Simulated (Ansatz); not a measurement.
# Dielectric function and optical constants of BaCa2As2 (model structure)

Wanted: where BaCa2As2 (model structure) starts to absorb, how strongly, and its refractive index. The structure is a model built here, which may or may not match a known phase. It was built so: All Mg replaced by Ca and P replaced by As in the P-3m1 structure of BaMg2P2.

Method: DFT, PBE, plane-wave PAW, default files, scalar-relativistic, independent-particle optical response without local fields, in Ansatz 0.2.0.

## Step 1: The starting structure

Symmetry: P-3m1, No. 164, trigonal system. The conventional cell has a = 4.895 Å, b = 4.895 Å, c = 8.534 Å, α = 90.00°, β = 90.00°, γ = 120.00°. Ba has 6 As at 3.69 Å nearest. Nearest to As lie 4 Ca at 2.93 to 2.95 Å and 3 Ba at 3.69 Å. Ca has 4 As at 2.93 to 2.95 Å nearest. All Mg replaced by Ca and P replaced by As in the P-3m1 structure of BaMg2P2. Farther neighbours are not listed.

Coordinates:

```cif
data_structure
_symmetry_space_group_name_H-M 'P 1'
_symmetry_Int_Tables_number 1
_cell_length_a 4.8948
_cell_length_b 4.8948
_cell_length_c 8.5342
_cell_angle_alpha 90.000
_cell_angle_beta 90.000
_cell_angle_gamma 120.000
_cell_volume 177.07
loop_
_atom_site_label
_atom_site_type_symbol
_atom_site_fract_x
_atom_site_fract_y
_atom_site_fract_z
_atom_site_occupancy
Ba1 Ba 0.00000 0.00000 0.00000 1
As2 As 0.33333 0.66667 0.27875 1
As3 As 0.66667 0.33333 0.72125 1
Ca4 Ca 0.33333 0.66667 0.62186 1
Ca5 Ca 0.66667 0.33333 0.37814 1
```

## Step 2: Relaxation

Spectra hang on bond lengths, so the cell is first brought to its minimum.

This step: DFT, PBE, plane-wave PAW, default files, scalar-relativistic, relaxation (Ansatz 0.2.0).

Input file input.yaml:

```yaml
crystal:
  lattice:
    - [4.8947606, 0.0, 0.0]
    - [-2.4473803, 4.23898703, 0.0]
    - [0.0, 0.0, 8.53416457]
  atoms:
    - { symbol: Ba, position: [0.0, 0.0, 0.0] }
    - { symbol: As, position: [0.33333333, 0.66666667, 0.27875147] }
    - { symbol: As, position: [0.66666667, 0.33333333, 0.72124853] }
    - { symbol: Ca, position: [0.33333333, 0.66666667, 0.62186273] }
    - { symbol: Ca, position: [0.66666667, 0.33333333, 0.37813727] }
kpoints:
  mp_grid: { grid: [5, 5, 3] }
scf:
  occupations: { method: fermi_dirac, width: 0.05 }
hamiltonian:
  xc: pbe
  pseudopotentials: { kind: paw }
output:
  forces: true
  stress: true
relax:
  f_tol: 0.02
  max_steps: 50
  cell: {}
```

On the command line:

```
ansatz run input.yaml --threads 4 --pin off --max-ram 8192MiB --backend cpu --events-out ev --progress --plain --runs-dir out
```

Numbers of over 12 decimals in the logs are rounded to 6 here.

Log:

```text
Engine: ansatz 0.2.0, x86_64-unknown-linux-gnu
Pseudopotentials: kind: paw
Pseudopotential: Ba, paw, valence charge 10, recommended cutoff 420 eV (normal), Ba.paw.azcp
Pseudopotential: As, paw, valence charge 15, recommended cutoff 420 eV (normal), As.paw.azcp
Pseudopotential: Ca, paw, valence charge 10, recommended cutoff 420 eV (normal), Ca.paw.azcp
Functional definition: PBE
  parameter kappa = 0.804
  parameter beta = 0.066725
  exchange = pbe_x(kappa = kappa, mu = beta*pi^2/3)
  correlation = pbe_c(beta = beta)
Crystal: 5 atoms, lattice volume = 177.074 Å³
Basis set: ecut = 420 eV, 3467 PW (Γ), exchange–correlation on 72×72×120 points (8 copies of the dense FFT grid, shifted against one another)
Bands: 36, of which v1, the nominal top of the filled ones, is band 30 counted from 1 (29 counted from 0)
Symmetry: 12 space group operations
Space group: P-3m1 (ITA 164), of the structure as read, at distance tolerance 5.6e-5 Å
k-points: 12 of 75
Non-local potential: Ba, projectors of the file, l = 0: 3, l = 1: 2, l = 2: 2, l = 3: 2
Non-local potential: As, projectors of the file, l = 0: 2, l = 1: 2, l = 2: 3, l = 3: 1
Non-local potential: Ca, projectors of the file, l = 0: 3, l = 1: 2, l = 2: 2
PAW form: soft (Blöchl's): semilocal exchange-correlation on the pseudo side does not see the compensation charge
PAW one-centre angular grid: Ba, 194 points (default); XC on 64 Gauss nodes
PAW one-centre angular grid: As, 590 points (default); XC on 64 Gauss nodes
PAW one-centre angular grid: Ca, 110 points (default); XC on 64 Gauss nodes
Initial density: superposition of atomic densities (neutral atoms: chi_scale 0, normalization atom), corrected by the library's trained network
Initial wavefunctions: pseudopotential atomic-orbital guess
Functional: x = pbe(κ = 0.804, μ = 0.219515), c = pbe(β = 0.066725)
SCF iter   1: F=—  HF=-19301.238709 eV  |F-HF|=—  |Δ(HF+E_count)|=         —  Δρ=1.04e-3  dr2=5.66e-3  ethr=1.77e-3  ⟨swp⟩=9.0  Hψ=2098  notcnv=0
preconditioner: auto → Resta (q_TF=auto, 2.278 Å⁻¹)  ε∞=3.4  [insulator: Δε(μ)=1.505 eV  Ē_g=8.454 eV  σ=0.050 eV  W_gap=1.00  n_scr=36 (ndim 8)  ℏωp=13.1 eV  f_vac=0.030  D(μ)=0.00/eV (n_scr^D=0)  ε∞_Penn≈3.4]
SCF iter   2: F=—  HF=-19301.239139 eV  |F-HF|=—  |Δ(HF+E_count)|=   4.30e-4  Δρ=5.72e-4  dr2=1.57e-3  ethr=9.43e-6  ⟨swp⟩=2.0  Hψ=648  notcnv=0  defer=3
SCF iter   3: F=—  HF=-19301.239242 eV  |F-HF|=—  |Δ(HF+E_count)|=   1.03e-4  Δρ=2.01e-4  dr2=3.28e-4  ethr=2.62e-6  ⟨swp⟩=2.1  Hψ=551  notcnv=0  defer=3
SCF iter   4: F=—  HF=-19301.239207 eV  |F-HF|=—  |Δ(HF+E_count)|=   3.49e-5  Δρ=9.48e-5  dr2=3.63e-5  ethr=5.47e-7  ⟨swp⟩=2.9  Hψ=659  notcnv=0  defer=3
SCF iter   5: F=—  HF=-19301.239156 eV  |F-HF|=—  |Δ(HF+E_count)|=   5.13e-5  Δρ=4.34e-5  dr2=9.26e-6  ethr=6.05e-8  ⟨swp⟩=3.0  Hψ=757  notcnv=0  defer=3
SCF iter   6: F=—  HF=-19301.239158 eV  |F-HF|=—  |Δ(HF+E_count)|=   2.50e-6  Δρ=1.19e-5  dr2=6.32e-7  ethr=1.54e-8  ⟨swp⟩=2.0  Hψ=513  notcnv=0  defer=3
SCF iter   7: F=-19301.239159 eV  HF=-19301.239159 eV  |F-HF|=1.99e-8  |Δ(HF+E_count)|=   4.43e-7  Δρ=3.30e-6  dr2=4.63e-8  ethr=1.67e-10  ⟨swp⟩=3.2  Hψ=1813  notcnv=0
SCF 1 converged in 7 iterations: F = -19301.239159 eV  dr2 = 4.63e-8
  greatest PAW one-centre occupation: 0.999 electrons in one spin orbital (limit 2), on the As atom at site 2 (counted from 0), in its partial waves of l = 2
relax step   1: F+E_penalty+E_count = -19301.23915886 eV  Δ(F+E_penalty+E_count) = +0.000e0 eV  max|allowed force component| = 7.345e-1 eV/Å  Δτ_max = 0.0000 Å  P = -1.019 GPa  Ω = 177.074 Å³  (7 SCF iters, dr2 threshold 1.00e-7 eV, accepted)
Crystal: 5 atoms, lattice volume = 170.788 Å³
Basis set: ecut = 420 eV, 3369 PW (Γ), exchange–correlation on 72×72×120 points (8 copies of the dense FFT grid, shifted against one another)
Initial density: handed on by an earlier stage of this run
Initial wavefunctions: those handed on with the density
iter 1 solved again at ethr=4.28e-4 eV; its pass at ethr=3.10e-3 eV (dr2=2.57e-1 eV) is discarded
SCF iter   1: F=—  HF=-19301.555434 eV  |F-HF|=—  |Δ(HF+E_count)|=         —  Δρ=1.17e-2  dr2=2.57e-1  ethr=4.28e-4  ⟨swp⟩=1.7  Hψ=2565  notcnv=0
preconditioner: auto → Resta (q_TF=auto, 2.292 Å⁻¹)  ε∞=3.5  [insulator: Δε(μ)=1.489 eV  Ē_g=8.439 eV  σ=0.050 eV  W_gap=1.00  n_scr=34 (ndim 8)  ℏωp=13.3 eV  f_vac=0.025  D(μ)=0.00/eV (n_scr^D=0)  ε∞_Penn≈3.5]
SCF iter   2: F=—  HF=-19301.491315 eV  |F-HF|=—  |Δ(HF+E_count)|=   6.41e-2  Δρ=5.47e-3  dr2=3.88e-2  ethr=4.28e-4  ⟨swp⟩=3.3  Hψ=715  notcnv=0
SCF iter   3: F=—  HF=-19301.480769 eV  |F-HF|=—  |Δ(HF+E_count)|=   1.05e-2  Δρ=9.23e-4  dr2=1.49e-3  ethr=6.47e-5  ⟨swp⟩=2.5  Hψ=855  notcnv=0  defer=2
SCF iter   4: F=—  HF=-19301.480983 eV  |F-HF|=—  |Δ(HF+E_count)|=   2.14e-4  Δρ=3.31e-4  dr2=1.30e-4  ethr=2.48e-6  ⟨swp⟩=2.0  Hψ=782  notcnv=0  defer=2
SCF iter   5: F=—  HF=-19301.481081 eV  |F-HF|=—  |Δ(HF+E_count)|=   9.78e-5  Δρ=1.07e-4  dr2=3.43e-5  ethr=2.16e-7  ⟨swp⟩=2.1  Hψ=774  notcnv=0  defer=2
SCF iter   6: F=—  HF=-19301.481082 eV  |F-HF|=—  |Δ(HF+E_count)|=   1.20e-6  Δρ=4.32e-5  dr2=5.18e-6  ethr=5.71e-8  ⟨swp⟩=2.2  Hψ=770  notcnv=0  defer=2
SCF iter   7: F=—  HF=-19301.481088 eV  |F-HF|=—  |Δ(HF+E_count)|=   6.31e-6  Δρ=1.50e-5  dr2=6.25e-7  ethr=8.63e-9  ⟨swp⟩=2.0  Hψ=784  notcnv=0  defer=2
SCF iter   8: F=-19301.481089 eV  HF=-19301.481089 eV  |F-HF|=2.56e-9  |Δ(HF+E_count)|=   4.02e-7  Δρ=2.65e-6  dr2=2.01e-8  ethr=8.33e-10  ⟨swp⟩=5.1  Hψ=1759  notcnv=0
SCF 2 converged in 8 iterations: F = -19301.481089 eV  dr2 = 2.01e-8
relax step   2: F+E_penalty+E_count = -19301.48108885 eV  Δ(F+E_penalty+E_count) = -2.419e-1 eV  max|allowed force component| = 1.108e-1 eV/Å  Δτ_max = 0.1934 Å  P = -0.913 GPa  Ω = 170.788 Å³  energy of the carried Pulay correction = +3.009e-4 eV  (8 SCF iters, dr2 threshold 5.00e-7 eV, accepted)
Crystal: 5 atoms, lattice volume = 166.948 Å³
Basis set: ecut = 420 eV, 3297 PW (Γ), exchange–correlation on 72×72×120 points (8 copies of the dense FFT grid, shifted against one another)
iter 1 solved again at ethr=2.64e-5 eV; its pass at ethr=3.10e-3 eV (dr2=1.58e-2 eV) is discarded
SCF iter   1: F=—  HF=-19301.502207 eV  |F-HF|=—  |Δ(HF+E_count)|=         —  Δρ=1.93e-3  dr2=1.61e-2  ethr=2.64e-5  ⟨swp⟩=2.1  Hψ=2681  notcnv=0
preconditioner: auto → Resta (q_TF=auto, 2.300 Å⁻¹)  ε∞=3.6  [insulator: Δε(μ)=1.512 eV  Ē_g=8.415 eV  σ=0.050 eV  W_gap=1.00  n_scr=34 (ndim 8)  ℏωp=13.5 eV  f_vac=0.022  D(μ)=0.00/eV (n_scr^D=0)  ε∞_Penn≈3.6]
SCF iter   2: F=—  HF=-19301.499023 eV  |F-HF|=—  |Δ(HF+E_count)|=   3.18e-3  Δρ=8.32e-4  dr2=1.20e-3  ethr=2.64e-5  ⟨swp⟩=2.0  Hψ=661  notcnv=0
SCF iter   3: F=—  HF=-19301.498964 eV  |F-HF|=—  |Δ(HF+E_count)|=   5.90e-5  Δρ=3.48e-4  dr2=1.88e-4  ethr=2.00e-6  ⟨swp⟩=2.0  Hψ=714  notcnv=0
SCF iter   4: F=—  HF=-19301.498969 eV  |F-HF|=—  |Δ(HF+E_count)|=   5.46e-6  Δρ=7.03e-5  dr2=1.69e-5  ethr=3.13e-7  ⟨swp⟩=2.1  Hψ=762  notcnv=0
SCF iter   5: F=—  HF=-19301.498975 eV  |F-HF|=—  |Δ(HF+E_count)|=   5.60e-6  Δρ=3.32e-5  dr2=3.46e-6  ethr=2.82e-8  ⟨swp⟩=2.0  Hψ=782  notcnv=0
SCF iter   6: F=—  HF=-19301.498976 eV  |F-HF|=—  |Δ(HF+E_count)|=   1.46e-6  Δρ=1.42e-5  dr2=6.81e-7  ethr=5.77e-9  ⟨swp⟩=2.0  Hψ=775  notcnv=0
SCF iter   7: F=-19301.498977 eV  HF=-19301.498977 eV  |F-HF|=1.96e-8  |Δ(HF+E_count)|=   4.47e-7  Δρ=3.45e-6  dr2=2.17e-8  ethr=8.33e-10  ⟨swp⟩=5.2  Hψ=1858  notcnv=0
SCF 3 converged in 7 iterations: F = -19301.498977 eV  dr2 = 2.17e-8
relax step   3: F+E_penalty+E_count = -19301.49897659 eV  Δ(F+E_penalty+E_count) = -1.789e-2 eV  max|allowed force component| = 2.692e-2 eV/Å  Δτ_max = 0.0374 Å  P = -0.155 GPa  Ω = 166.948 Å³  energy of the carried Pulay correction = +4.902e-4 eV  (7 SCF iters, dr2 threshold 5.00e-7 eV, accepted)
[...]
relax step   4: F+E_penalty+E_count = -19301.49961250 eV  Δ(F+E_penalty+E_count) = -6.359e-4 eV  max|allowed force component| = 1.328e-2 eV/Å  Δτ_max = 0.0035 Å  P = +0.014 GPa  Ω = 166.133 Å³  energy of the carried Pulay correction = +5.309e-4 eV  (5 SCF iters, dr2 threshold 1.64e-7 eV, accepted)
[...]
relax step   5: F+E_penalty+E_count = -19301.49916782 eV  Δ(F+E_penalty+E_count) = +4.447e-4 eV  max|allowed force component| = 1.332e-2 eV/Å  Δτ_max = 0.0000 Å  P = +0.012 GPa  Ω = 166.133 Å³  stress off target by 5.10e-2 GPa  SCF on the basis re-selected at this cell (its energy is not comparable with the rows above)  (6 SCF iters)
[...]
relax step   6: F+E_penalty+E_count = -19301.49926893 eV  Δ(F+E_penalty+E_count) = -1.011e-4 eV  max|allowed force component| = 2.549e-3 eV/Å  Δτ_max = 0.0023 Å  P = +0.005 GPa  Ω = 166.176 Å³  energy of the carried Pulay correction = -2.110e-6 eV  (5 SCF iters, dr2 threshold 6.49e-9 eV, accepted)
iter 1 solved again at ethr=2.81e-7 eV; its pass at ethr=3.10e-3 eV (dr2=1.69e-4 eV) is discarded
SCF iter   1: F=—  HF=-19301.499249 eV  |F-HF|=—  |Δ(HF+E_count)|=         —  Δρ=2.34e-6  dr2=3.84e-9  ethr=2.81e-7  ⟨swp⟩=3.0  Hψ=3379  notcnv=0
eigensolver tolerance schedule: the retry pair's looser diagonalisation over-reported the residual by 44012.70 of it (diagonalisation noise at an unbounded share of the residual, at the tolerance the schedule requests for it); recorded, not acted on — ethr = c·dr2/N_el stays at c = 1.0e-1
preconditioner: auto → Resta (q_TF=auto, 2.302 Å⁻¹)  ε∞=3.6  [insulator: Δε(μ)=1.544 eV  Ē_g=8.420 eV  σ=0.050 eV  W_gap=1.00  n_scr=34 (ndim 8)  ℏωp=13.5 eV  f_vac=0.024  D(μ)=0.00/eV (n_scr^D=0)  ε∞_Penn≈3.6]
SCF iter   2: F=—  HF=-19301.499267 eV  |F-HF|=—  |Δ(HF+E_count)|=   1.89e-5  Δρ=1.24e-6  dr2=1.33e-9  ethr=6.40e-12  ⟨swp⟩=3.0  Hψ=1147  notcnv=0
SCF iter   3: F=—  HF=-19301.499267 eV  |F-HF|=—  |Δ(HF+E_count)|=   3.24e-8  Δρ=6.26e-7  dr2=5.21e-10  ethr=2.22e-12  ⟨swp⟩=2.0  Hψ=476  notcnv=0
SCF iter   4: F=-19301.499267 eV  HF=-19301.499267 eV  |F-HF|=4.22e-10  |Δ(HF+E_count)|=   7.56e-9  Δρ=1.57e-7  dr2=1.89e-11  ethr=1.00e-12  ⟨swp⟩=4.0  Hψ=1782  notcnv=0
SCF 7 converged in 4 iterations: F = -19301.499267 eV  dr2 = 1.89e-11
relax step   7: F+E_penalty+E_count = -19301.49926747 eV  Δ(F+E_penalty+E_count) = +1.468e-6 eV  max|allowed force component| = 2.543e-3 eV/Å  Δτ_max = 0.0000 Å  P = +0.005 GPa  Ω = 166.176 Å³  stress off target by 1.55e-2 GPa  SCF on the basis re-selected at this cell (its energy is not comparable with the rows above)  (4 SCF iters)
basis re-selected at this cell: Δ(F+E_penalty+E_count) = +1.468e-6 eV, ΔP = +0.000 GPa vs the last step (what re-selecting the basis moved, of the pressure what is left beyond the Pulay correction that the steps carried, after the strain that the cell walked since its last selection, with what the two solves' SCF thresholds leave and, on support functions, any second-order correction that the steps lacked; it is no m [...]
SCF converged after 4 iterations
Free energy (F): -19301.499267 eV
Harris-Foulkes:  -19301.499267 eV  (|F-HF|=4.22e-10)
Internal energy: -19301.499267 eV  (E = F + TS)
E sigma→0 (E₀):  -19301.499267 eV
Entropy (-TS):   -0.000000 eV (-0.000 meV/atom)
Fermi energy:    6.865917 eV
--- Per-component energies (eV) ---
  E_band       = -883.280840
  E_kinetic    = 931.396366
  E_local      = -6263.219032  (includes V_loc(G=0)·N_el)
  E_nonlocal   = -1156.949629
  E_hartree    = 2972.753115
  E_xc         = -602.134122
  E_vxc        = -638.043376  (∫ρ·V_xc dr)
  E_paw        = -10613.526983  (= ΣΔE_a)
  E_vpaw       = 298.028659  (= ΣTr[D̂ρ^β])
  E_aug_tail   = 0.000001  (compensation charges beyond the density's cutoff)
  E_ewald      = -4569.818983
  E_smearing   = -0.000000  (= −TS)
  E_closure    = -0.000000  (closes the sum)
  Σ components = -19301.499267   (vs F -19301.499267, Δ=0.00e0)
--- Forces (eV/Å), atoms counted from 1 ---
  atom   1  Ba     0.00000000     0.00000000     0.00000000
  atom   2  As     0.00000000    -0.00000000     0.00161813
  atom   3  As     0.00000000     0.00000000    -0.00161813
  atom   4  Ca     0.00000000    -0.00000000    -0.00254334
  atom   5  Ca     0.00000000     0.00000000     0.00254334
  max |Σ_I F_I| component: 9.25e-18 eV/Å
--- Stress (GPa, compression-positive) ---
        0.015466      -0.000000      -0.000000
       -0.000000       0.015466       0.000000
       -0.000000       0.000000      -0.015523
  P = ⅓ Tr σ = 0.0051 GPa (0.051 kbar)
--- Relaxed structure (5 steps of the walk, 5 accepted, 2 SCFs on fresh bases) ---
  F+E_penalty+E_count = -19301.49926747 eV   max|allowed force component| = 2.543e-3 eV/Å   (the final SCF, on the basis selected at the relaxed cell)
  cell:  # Å, volume = 166.1764 Å³
    - [4.889808, 0, -3.8058920059635425e-17]
    - [-2.444904, 4.234698, 9.514730014908849e-18]
    - [-6.635688923284638e-17, -1.9155583930585028e-17, 8.025184]
  atoms:
    - { symbol: Ba, position: [0, 0, 0] }
    - { symbol: As, position: [0.333333, 0.666667, 0.255671] }
    - { symbol: As, position: [0.666667, 0.333333, 0.744329] }
    - { symbol: Ca, position: [0.333333, 0.666667, 0.637707] }
    - { symbol: Ca, position: [0.666667, 0.333333, 0.362293] }
```

Wall time 5.8 s (4 threads of Intel Xeon Platinum 8488C (Sapphire Rapids), shared host); peak memory 0.62 GiB; 21 s of CPU time.

The steps of the relaxation:

```csv
step,energy less that of the first step (eV),largest force component (eV/Å),pressure (GPa),volume (Å³)
1,0.0000,0.7345,-1.02,177.07
2,-0.2419,0.1108,-0.91,170.79
3,-0.2598,0.0269,-0.15,166.95
4,-0.2605,0.0133,0.01,166.13
5*,-0.2600,0.0133,0.01,166.13
6,-0.2601,0.0025,0.01,166.18
7*,-0.2601,0.0025,0.01,166.18
```

Relaxation steps marked * repeat the geometry before them on a plane-wave basis chosen anew for their cell, so energy and pressure can jump there.

The run keeps the 12 symmetry operations that it works with, so distortions that break them were not tested.

```csv
"conventional cell, symmetrised",before,after,change
a (Å),4.895,4.890,-0.1 %
b (Å),4.895,4.890,-0.1 %
c (Å),8.534,8.025,-6.0 %
volume (Å³/atom),35.41,33.24,-6.2 %
```

The atoms that moved most (Å, as changes of fractional coordinates times the final cell):

```csv
atom,dx,dy,dz,length
As2,0.000,0.000,-0.185,0.185
As3,0.000,0.000,0.185,0.185
Ca4,0.000,0.000,0.127,0.127
Ca5,0.000,0.000,-0.127,0.127
```

The relaxation ends with a largest force component of 0.0025 eV/Å and a pressure of 0.01 GPa.

(Continued in part 2 of 3.)

[Logs are printed without paths, hosts, clocks, repeated set-up lines and the standing remarks that a program may print on its own settings, such as how far it seeks lower states.]

[Hosts, paths, dates, database ids (printed as entryN), source tags and the programs' standing remarks are cut or masked in the printed files.]
